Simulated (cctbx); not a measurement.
## Si3SnP2RuN2 across an absorption edge

Space group P1 (no. 1), a = 4.8790 Å, b = 5.5470 Å, c = 6.0450 Å, α = 84.83°, β = 66.96°, γ = 69.66°.

```csv
atom,mult.,x,y,z,Ueq (Å²)
Sn1,1,0.8257,0.9724,0.7011,0.0072
Ru1,1,0.0048,0.0003,0.9928,0.0073
P1,1,0.6229,0.4032,0.1113,0.0109
P2,1,0.1739,0.0200,0.3110,0.0168
Si1,1,0.3572,0.6028,0.8791,0.0155
Si2,1,0.2310,0.3436,0.4410,0.0106
Si3,1,0.6728,0.7680,0.2200,0.0149
N1,1,0.3471,0.2273,0.7647,0.0193
N2,1,0.7674,0.6353,0.5673,0.0109
```

This is a model crystal, built by substitution and not relaxed, with assumed displacement parameters.

Calculated with cctbx: free-atom f′ and f″ from the Sasaki tables, no fine structure; amplitudes in electrons.

How do |F(hkl)| and |F(−h−k−l)| change across the Ru K edge?

```text
E (eV)    f'(Ru)   f''          |F|1 -1 1        |F|0 1 0        |F|1 2 0        |F|1 0 1
  21517   -3.20   0.57       22.6/  23.0     66.2/  66.2     45.8/  45.1     21.8/  21.5
  21867   -3.94   0.55       23.3/  23.7     65.4/  65.4     45.2/  44.5     22.3/  22.0
  21997   -4.63   0.55       23.9/  24.3     64.7/  64.7     44.6/  44.0     22.7/  22.4
  22057   -5.29   0.55       24.6/  25.0     64.1/  64.1     44.1/  43.5     23.2/  22.9
  22087   -5.94   0.54       25.2/  25.6     63.4/  63.4     43.5/  43.0     23.6/  23.4
  22102   -6.58   0.54       25.8/  26.2     62.8/  62.8     43.1/  42.5     24.0/  23.8
  22109   -7.13   0.54       26.3/  26.7     62.3/  62.2     42.6/  42.1     24.4/  24.2
  22113   -7.70   0.54       26.9/  27.3     61.7/  61.7     42.2/  41.7     24.8/  24.7
  22121   -8.62   3.66       27.7/  28.5     60.6/  61.2     39.6/  43.1     23.6/  27.4
  22125   -7.54   3.66       26.7/  27.5     61.7/  62.3     40.5/  43.8     22.7/  26.7
  22132   -6.78   3.66       25.9/  26.7     62.4/  63.0     41.1/  44.4     22.1/  26.1
  22147   -6.03   3.66       25.2/  26.0     63.2/  63.8     41.7/  44.9     21.6/  25.6
  22177   -5.30   3.65       24.5/  25.3     63.9/  64.5     42.3/  45.4     21.0/  25.1
  22267   -4.35   3.62       23.5/  24.4     64.8/  65.4     43.1/  46.1     20.3/  24.5
  22517   -3.32   3.55       22.5/  23.3     65.8/  66.4     44.0/  46.8     19.6/  23.8
```

The edge is at 22117 eV. f′ of Ru falls from -4.6 e at 21997 eV to -7.7 e at 4 eV below it, and f″ steps from 0.54 to 3.66 e across it. Over that approach |F| changes by +13 % (1 -1 1), -5 % (0 1 0), -5 % (1 2 0) and +9 % (1 0 1): a reflection falls where Ru scatters in phase with the total and rises where it scatters against it; it hardly moves where the Ru term is small or cancels by symmetry or lies in quadrature to the total. The f″ term interferes with the normal scattering with opposite sign for the two Friedel mates. The largest Friedel difference in the scan is 19.4 % of the mean (1 0 1, at 22517 eV).

[Logs are printed without paths, hosts, clocks, repeated set-up lines and the standing remarks that a program may print on its own settings, such as how far it seeks lower states.]
